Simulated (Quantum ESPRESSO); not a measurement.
## Mg (Magnesium): phonons by linear response

How does Mg (Magnesium) vibrate, and is this structure a minimum?

Program: Quantum ESPRESSO 7.5. Level of theory: DFT LDA, scalar-relativistic, plane waves, PseudoDojo norm-conserving pseudopotentials. Results are calculated unless marked as measured.

### Step 1. Set-up

It takes space group P6_3/mmc (No. 194, hexagonal). The conventional cell has a = 3.209 Å, b = 3.209 Å, c = 5.210 Å, α = 90.00°, β = 90.00°, γ = 120.00°. Nearest to Mg lie 12 Mg at 3.20 to 3.21 Å.

### Step 2. A first look

A cheap run with smearing and empty bands tells whether the crystal has a gap, which decides between fixed occupations and smearing later on.

probe.in

```
&CONTROL
  calculation = 'scf'
  prefix      = 'x'
  outdir      = './tmp'
  pseudo_dir  = './pseudo'
  tprnfor     = .true.
  tstress     = .true.
  verbosity   = 'high'
/
&SYSTEM
  ibrav       = 4
  celldm(1)   = 6.06469805
  celldm(3)   = 1.62350045
  nat         = 2
  ntyp        = 1
  ecutwfc     = 84.0
  occupations = 'smearing'
  smearing    = 'gaussian'
  degauss     = 0.01
/
&ELECTRONS
  conv_thr         = 1.0d-07
  mixing_beta      = 0.7
  electron_maxstep = 100
/
ATOMIC_SPECIES
 Mg     24.3050  Mg.upf
ATOMIC_POSITIONS crystal
 Mg     0.333333333   0.666666667   0.250000000
 Mg     0.666666667   0.333333333   0.750000000
K_POINTS automatic
 6 6 4 0 0 0
```

On the command line:

```console
> OMP_NUM_THREADS=1 mpirun -n 8 pw.x -nk 8 -in probe.in > probe.out
```

The program printed:

```text
[banners, grids, parts of the stress and lines that vanish by symmetry left out]
Program PWSCF v.7.5
     bravais-lattice index     =            4
     lattice parameter (alat)  =       6.0647  a.u.
[...]
kinetic-energy cutoff     =      84.0000  Ry
     charge density cutoff     =     336.0000  Ry
     scf convergence threshold =      1.0E-07
[...]
Exchange-correlation= SLA  PW   NOGX NOGC
                           (   1   4   0   0   0   0   0)
[...]
24 Sym. Ops., with inversion, found (12 have fractional translation)
[...]
(     0          1          0      )
                  (     0          0          1      )
[...]
(  0.0000000  1.0000000  0.0000000 )
                  (  0.0000000  0.0000000  1.0000000 )
[...]
(     0         -1          0      )       (  0.0000000 )
[...]
(  0.0000000  0.0000000  1.0000000 )
[...]
(    -1          0          0      )
                  (     0          0          1      )
[...]
( -0.8660254 -0.5000000  0.0000000 )
                  (  0.0000000  0.0000000  1.0000000 )
[...]
number of k points=    21  Gaussian smearing, width (Ry)=  0.0100
[...]
End of self-consistent calculation
[...]
the Fermi energy is     5.2095 ev
!    total energy              =    -237.11186073 Ry
[...]
convergence has been achieved in   4 iterations
[...]
atom    1 type  1   force =     0.00000000   -0.00000000    0.00000000
     atom    2 type  1   force =     0.00000000    0.00000000    0.00000000
[...]
Total force =     0.000000     Total SCF correction =     0.000000
[...]
total   stress  (Ry/bohr**3)                   (kbar)     P=      -24.00
[...]
XML data file, charge density, pseudopotentials, collected wavefunctions

   JOB DONE.
```

The job ended after 1.8 s (8 MPI ranks of Arm Neoverse V2, shared host; 14 s of CPU time).

Read from the output:

- volume per atom: 23.24 Å³
- pressure: -2.4 GPa
- gap on the k-mesh: 0 eV

No gap opens on this mesh, so smearing is kept; the start stands at -2.4 GPa.

### Step 3. Relaxation

The relaxation runs at a cutoff a fifth above that of the response, since stress converges more slowly with the basis than frequencies do. Forces and stress are brought to rest with tight thresholds.

relax.in

```
&CONTROL
  calculation   = 'vc-relax'
  prefix        = 'x'
  outdir        = './tmp'
  pseudo_dir    = './pseudo'
  tprnfor       = .true.
  tstress       = .true.
  forc_conv_thr = 2.0d-05
  etot_conv_thr = 1.0d-07
  nstep         = 40
/
&SYSTEM
  ibrav       = 4
  celldm(1)   = 6.06469805
  celldm(3)   = 1.62350045
  nat         = 2
  ntyp        = 1
  ecutwfc     = 101
  occupations = 'smearing'
  smearing    = 'mv'
  degauss     = 0.02
/
&ELECTRONS
  conv_thr         = 1.0d-11
  mixing_beta      = 0.7
  electron_maxstep = 100
/
&IONS
/
&CELL
  press_conv_thr = 0.2
/
ATOMIC_SPECIES
 Mg     24.3050  Mg.upf
ATOMIC_POSITIONS crystal
 Mg     0.333333333   0.666666667   0.250000000
 Mg     0.666666667   0.333333333   0.750000000
K_POINTS automatic
 15 15 8 0 0 0
```

On the command line:

```console
> OMP_NUM_THREADS=1 mpirun -n 8 pw.x -nk 8 -in relax.in > relax.out
```

The program printed:

```text
[banners, grids, parts of the stress and lines that vanish by symmetry left out]
[banner, memory and clock lines left out]
Program PWSCF v.7.5

[...]
kinetic-energy cutoff     =     101.0000  Ry
     charge density cutoff     =     404.0000  Ry
     scf convergence threshold =      1.0E-11
[...]
energy convergence thresh.=      1.0E-07
     force convergence thresh. =      2.0E-05
     press convergence thresh. =      2.0E-01
     Exchange-correlation= SLA  PW   NOGX NOGC
                           (   1   4   0   0   0   0   0)
[...]
24 Sym. Ops., with inversion, found (12 have fractional translation)
[...]
number of k points=   135  Marzari-Vanderbilt smearing, width (Ry)=  0.0200
[...]
End of self-consistent calculation
[...]
the Fermi energy is     5.3282 ev
!    total energy              =    -237.11638012 Ry
[...]
convergence has been achieved in   7 iterations
[...]
atom    1 type  1   force =    -0.00000000    0.00000000    0.00000000
     atom    2 type  1   force =     0.00000000   -0.00000000    0.00000000
     Total force =     0.000000     Total SCF correction =     0.000000
[...]
total   stress  (Ry/bohr**3)                   (kbar)     P=      -23.91
[...]
number of bfgs steps    =   0
[...]
CELL_PARAMETERS (alat=  6.06469805)
[...]
ATOMIC_POSITIONS (crystal)
Mg               0.3333333330        0.6666666670        0.2500000000
Mg               0.6666666670        0.3333333330        0.7500000000
[...]
New effective cutoffs (rho, wfc):  406.72  101.96
[...]
End of self-consistent calculation
[...]
the Fermi energy is     5.4258 ev
!    total energy              =    -237.11696143 Ry
[...]
convergence has been achieved in   4 iterations
[...]
atom    1 type  1   force =     0.00000000   -0.00000000   -0.00000000
     atom    2 type  1   force =    -0.00000000   -0.00000000   -0.00000000
     Total force =     0.000000     Total SCF correction =     0.000000
[...]
total   stress  (Ry/bohr**3)                   (kbar)     P=      -20.21
[...]
number of bfgs steps    =   1
[...]
WARNING: bfgs curvature condition failed, Theta= 0.952
[...]
CELL_PARAMETERS (alat=  6.06469805)
[...]
ATOMIC_POSITIONS (crystal)
Mg               0.3333333330        0.6666666670        0.2500000000
Mg               0.6666666670        0.3333333330        0.7500000000
[...]
New effective cutoffs (rho, wfc):  411.88  103.44
[...]
End of self-consistent calculation
[...]
the Fermi energy is     5.5716 ev
!    total energy              =    -237.11762933 Ry
[...]
convergence has been achieved in   6 iterations
[...]
atom    1 type  1   force =    -0.00000000   -0.00000000    0.00000000
     atom    2 type  1   force =     0.00000000    0.00000000   -0.00000000
     Total force =     0.000000     Total SCF correction =     0.000000
[...]
total   stress  (Ry/bohr**3)                   (kbar)     P=      -14.40
[...]
number of bfgs steps    =   2
[...]
CELL_PARAMETERS (alat=  6.06469805)
[...]
ATOMIC_POSITIONS (crystal)
[...]
New effective cutoffs (rho, wfc):  420.77  105.73
[...]
End of self-consistent calculation
[...]
the Fermi energy is     5.8986 ev
!    total energy              =    -237.11827425 Ry
[...]
convergence has been achieved in   4 iterations
[...]
atom    1 type  1   force =     0.00000000   -0.00000000   -0.00000000
     atom    2 type  1   force =    -0.00000000    0.00000000    0.00000000
     Total force =     0.000000     Total SCF correction =     0.000000
[...]
total   stress  (Ry/bohr**3)                   (kbar)     P=       -0.02
[...]
number of bfgs steps    =   7
[...]
the Fermi energy is     5.8971 ev
!    total energy              =    -237.11827705 Ry
[...]
convergence has been achieved in   4 iterations
[...]
atom    1 type  1   force =     0.00000000   -0.00000000   -0.00000000
     atom    2 type  1   force =    -0.00000000    0.00000000    0.00000000
     Total force =     0.000000     Total SCF correction =     0.000000
[...]
total   stress  (Ry/bohr**3)                   (kbar)     P=       -0.06
[...]
number of bfgs steps    =   8
[...]
New effective cutoffs (rho, wfc):  428.69  107.85
[...]
the Fermi energy is     5.8978 ev
!    total energy              =    -237.11827716 Ry
[...]
convergence has been achieved in   4 iterations
[...]
atom    1 type  1   force =     0.00000000    0.00000000    0.00000000
     atom    2 type  1   force =     0.00000000    0.00000000    0.00000000
     Total force =     0.000000     Total SCF correction =     0.000000
[...]
total   stress  (Ry/bohr**3)                   (kbar)     P=       -0.02
[...]
number of bfgs steps    =   9
[...]
small trust_radius: resetting bfgs history
[...]
CELL_PARAMETERS (alat=  6.06469805)
[...]
ATOMIC_POSITIONS (crystal)
[...]
New effective cutoffs (rho, wfc):  428.69  107.85
[...]
End of self-consistent calculation
[...]
the Fermi energy is     5.8979 ev
!    total energy              =    -237.11827716 Ry
[...]
convergence has been achieved in   2 iterations
[...]
atom    1 type  1   force =    -0.00000000   -0.00000000   -0.00000000
     atom    2 type  1   force =     0.00000000    0.00000000    0.00000000
     Total force =     0.000000     Total SCF correction =     0.000000
[...]
total   stress  (Ry/bohr**3)                   (kbar)     P=       -0.02
[...]
bfgs converged in  11 scf cycles and  10 bfgs steps
[...]
End of BFGS Geometry Optimization
     Final enthalpy           =    -237.1182771627 Ry
     File ./tmp/x.bfgs deleted, as requested
[...]
CELL_PARAMETERS (alat=  6.06469805)
[...]
ATOMIC_POSITIONS (crystal)
Mg               0.3333333330        0.6666666670        0.2500000000
Mg               0.6666666670        0.3333333330        0.7500000000
[...]
Final scf calculation at the relaxed structure.
[...]
kinetic-energy cutoff     =     101.0000  Ry
     charge density cutoff     =     404.0000  Ry
     scf convergence threshold =      1.0E-13
[...]
press convergence thresh. =      2.0E-01
     Exchange-correlation= SLA  PW   NOGX NOGC
                           (   1   4   0   0   0   0   0)
[...]
24 Sym. Ops., with inversion, found (12 have fractional translation)
[...]
number of k points=   135  Marzari-Vanderbilt smearing, width (Ry)=  0.0200
[...]
c_bands:  1 eigenvalues not converged
     c_bands:  1 eigenvalues not converged
[...]
End of self-consistent calculation
[...]
the Fermi energy is     5.8979 ev
!    total energy              =    -237.11827173 Ry
[...]
convergence has been achieved in   9 iterations
[...]
atom    1 type  1   force =     0.00000000   -0.00000000   -0.00000000
     atom    2 type  1   force =    -0.00000000    0.00000000    0.00000000
     Total force =     0.000000     Total SCF correction =     0.000000
[...]
total   stress  (Ry/bohr**3)                   (kbar)     P=       -0.06
[...]
XML data file, charge density, pseudopotentials, collected wavefunctions
```

Run time: 98 s. Hardware: 8 MPI ranks; 13 min of CPU time.

Relaxation path:

```tsv
step	energy less that of the first step (eV)	largest force (eV/Å)	pressure (GPa)	volume (Å³)
1	0.0000	0.0000	-2.39	46.47
2	-0.0079	0.0000	-2.02	45.91
3	-0.0170	0.0000	-1.44	45.09
4	-0.0245	0.0000	-0.50	43.92
5	-0.0256	0.0000	0.07	43.27
6	-0.0256	0.0000	0.04	43.30
7	-0.0257	0.0000	0.01	43.33
8	-0.0258	0.0000	0.00	43.35
9	-0.0258	0.0000	-0.01	43.35
10	-0.0258	0.0000	0.00	43.35
11	-0.0258	0.0000	0.00	43.35
12	-0.0257	0.0000	-0.01	43.35
```

```tsv
conventional cell, symmetrised	before	after	change
a (Å)	3.209	3.151	-1.8 %
b (Å)	3.209	3.151	-1.8 %
c (Å)	5.210	5.041	-3.3 %
volume (Å³/atom)	23.24	21.67	-6.7 %
```

Final coordinates:

```
Mg
1.0
     3.15116    0.00000    0.00000
    -1.57558    2.72898    0.00000
     0.00000    0.00000    5.04073
Mg
2
Direct
  0.33333 0.66667 0.25000
  0.66667 0.33333 0.75000
```

The last row of the table of steps is pw.x's closing run on a basis chosen anew for the final cell, so its energy can jump.

Read from the output:

| Quantity | Value |
| --- | --- |
| volume per atom | 21.67 Å³ |
| pressure | -0.006000 GPa |

The volume changes by -6.7 % from the cell with which this run began.

### Step 4. Self-consistent run for the response

Perturbation theory inherits every error of the wavefunctions, so the threshold is set near the limit of the arithmetic. Smearing stays on, as the first look found no gap above 0.3 eV.

scf.in

```
&CONTROL
  calculation = 'scf'
  prefix      = 'x'
  outdir      = './tmp'
  pseudo_dir  = './pseudo'
  tprnfor     = .true.
  tstress     = .true.
/
&SYSTEM
  ibrav       = 4
  celldm(1)   = 5.954825
  celldm(3)   = 1.59964498
  nat         = 2
  ntyp        = 1
  ecutwfc     = 84.0
  occupations = 'smearing'
  smearing    = 'mv'
  degauss     = 0.02
/
&ELECTRONS
  conv_thr         = 1.0d-12
  mixing_beta      = 0.7
  electron_maxstep = 100
/
ATOMIC_SPECIES
 Mg     24.3050  Mg.upf
ATOMIC_POSITIONS crystal
 Mg     0.333333333   0.666666667   0.250000000
 Mg     0.666666667   0.333333333   0.750000000
K_POINTS automatic
 15 15 8 0 0 0
```

On the command line:

```console
> OMP_NUM_THREADS=1 mpirun -n 8 pw.x -nk 8 -in scf.in > scf.out
```

The program printed:

```text
[banners, grids, parts of the stress and lines that vanish by symmetry left out]
[banner, memory and clock lines left out]
Program PWSCF v.7.5

[...]
kinetic-energy cutoff     =      84.0000  Ry
     charge density cutoff     =     336.0000  Ry
     scf convergence threshold =      1.0E-12
[...]
Exchange-correlation= SLA  PW   NOGX NOGC
                           (   1   4   0   0   0   0   0)
[...]
24 Sym. Ops., with inversion, found (12 have fractional translation)
[...]
number of k points=   135  Marzari-Vanderbilt smearing, width (Ry)=  0.0200
[...]
End of self-consistent calculation
[...]
the Fermi energy is     5.8980 ev
!    total energy              =    -237.11820394 Ry
[...]
convergence has been achieved in   8 iterations
[...]
atom    1 type  1   force =     0.00000000   -0.00000000    0.00000000
     atom    2 type  1   force =    -0.00000000    0.00000000    0.00000000
     Total force =     0.000000     Total SCF correction =     0.000000
[...]
total   stress  (Ry/bohr**3)                   (kbar)     P=       -0.30
[...]
XML data file, charge density, pseudopotentials, collected wavefunctions
```

Elapsed: 10 s, on 8 MPI ranks.

Read from the output:

* pressure: -0.02967 GPa

The cell stands at -0.030 GPa, close enough for phonons.

### Step 5. Levels on a dense mesh

The coupling is a sum over pairs of states at the Fermi level and needs a much denser mesh than the density does.

scf_fit.in, as its differences from scf.in of step 4:

```diff
@@ -18,5 +18,6 @@
   degauss     = 0.02
+  la2F        = .true.
 /
 &ELECTRONS
-  conv_thr         = 1.0d-12
+  conv_thr         = 1.0d-10
   mixing_beta      = 0.7
@@ -30,2 +31,2 @@
 K_POINTS automatic
- 15 15 8 0 0 0
+ 30 30 16 0 0 0
```

On the command line:

```console
> OMP_NUM_THREADS=1 mpirun -n 8 pw.x -nk 8 -in scf_fit.in > scf_fit.out
```

The program printed:

```text
[banners, grids, parts of the stress and lines that vanish by symmetry left out]
[banner, memory and clock lines left out]
Program PWSCF v.7.5

[...]
kinetic-energy cutoff     =      84.0000  Ry
     charge density cutoff     =     336.0000  Ry
     scf convergence threshold =      1.0E-10
[...]
Exchange-correlation= SLA  PW   NOGX NOGC
                           (   1   4   0   0   0   0   0)
[...]
24 Sym. Ops., with inversion, found (12 have fractional translation)
[...]
number of k points=   819  Marzari-Vanderbilt smearing, width (Ry)=  0.0200
[...]
End of self-consistent calculation
[...]
the Fermi energy is     5.9123 ev
!    total energy              =    -237.11808216 Ry
[...]
convergence has been achieved in   7 iterations
[...]
atom    1 type  1   force =    -0.00000000   -0.00000000    0.00000000
     atom    2 type  1   force =     0.00000000   -0.00000000    0.00000000
     Total force =     0.000000     Total SCF correction =     0.000000
[...]
total   stress  (Ry/bohr**3)                   (kbar)     P=       -0.06
[...]
XML data file, charge density, pseudopotentials, collected wavefunctions
```

The job ended after 52 s (8 MPI ranks; 7 min of CPU time).

Read from the output:

- pressure: -0.006000 GPa

### Step 6. Self-consistent run for the response

The run on the dense mesh left its levels for the electron-phonon sums; ph.x needs the ground state on the coarse mesh, so pw.x runs once more in the same folder.

scf.in is that of step 4.

On the command line:

```console
> OMP_NUM_THREADS=1 mpirun -n 8 pw.x -nk 8 -in scf.in > scf.out
```

The program printed:

```text
[banners, grids, parts of the stress and lines that vanish by symmetry left out]
[banner, memory and clock lines left out]
Program PWSCF v.7.5

[...]
kinetic-energy cutoff     =      84.0000  Ry
     charge density cutoff     =     336.0000  Ry
     scf convergence threshold =      1.0E-12
[...]
Exchange-correlation= SLA  PW   NOGX NOGC
                           (   1   4   0   0   0   0   0)
[...]
24 Sym. Ops., with inversion, found (12 have fractional translation)
[...]
number of k points=   135  Marzari-Vanderbilt smearing, width (Ry)=  0.0200
[...]
End of self-consistent calculation
[...]
the Fermi energy is     5.8980 ev
!    total energy              =    -237.11820394 Ry
[...]
convergence has been achieved in   8 iterations
[...]
atom    1 type  1   force =     0.00000000   -0.00000000    0.00000000
     atom    2 type  1   force =    -0.00000000    0.00000000    0.00000000
     Total force =     0.000000     Total SCF correction =     0.000000
[...]
total   stress  (Ry/bohr**3)                   (kbar)     P=       -0.30
[...]
XML data file, charge density, pseudopotentials, collected wavefunctions
```

Wall time 10 s (8 MPI ranks).

Read from the output:

```
pressure : -0.02967 GPa
```

(Part 1 of 3 ends here.)

[Host names and launcher messages were left out of these logs when they were recorded.]

[Logs are printed without paths, hosts, clocks, repeated set-up lines and the standing remarks that a program may print on its own settings, such as how far it seeks lower states.]

[Hosts, paths, dates, database ids (printed as entryN), source tags and the programs' standing remarks are cut or masked in the printed files.]
